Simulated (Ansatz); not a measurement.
Rows from a G0W0 calculation on Bi2Te3 (Tellurobismuthite) (Ansatz 0.2.0; G0W0 on PBE, plane waves, PAW; PAW set soft_1; 4×4×4 mesh, 706 empty bands, screening to 150 eV, PAW set soft_1 files), in eV. Spin-orbit coupling is left out.

```
row  k  band  start       Σx  Σc at the solution      Vxc
  A  Γ    c1  9.617  -10.041              -2.956  -12.840
  B  Γ    v1  9.317  -14.609              -0.084  -14.335
  C  Γ    v2  8.455  -15.329               1.007  -13.879
  D  Γ    c2  9.973  -10.029              -3.018  -12.881
```

Q: Give the quasiparticle energies and the shift of each level.

The quasiparticle equation reads E = start + Σx + Σc(E) − Vxc.

```
row  E (eV)  shift (eV)
  A   9.460      −0.156
  B   8.959      −0.358
  C   8.012      −0.443
  D   9.807      −0.165
```

The gap over the computed points goes from 0.30 eV to 0.50 eV.

Limits: not at the basis limit; model gap, bands may invert with spin-orbit coupling; mesh may overstate the screening; no spin-orbit coupling.

[Paths, hosts, dates, memory and timing lines, banners, echoed tables and standing remarks are left out of the program output.]

[Logs are printed without paths, hosts, clocks, repeated set-up lines and the standing remarks that a program may print on its own settings, such as how far it seeks lower states.]

[Runs of the session that timed out or met a known fault of the program may be left out.]

[Cells called generated may have been cut or substituted from an entry of the Crystallography Open Database or the Materials Project.]

[Hosts, paths, dates, database ids (printed as entryN), source tags and the programs' standing remarks are cut or masked in the printed files.]
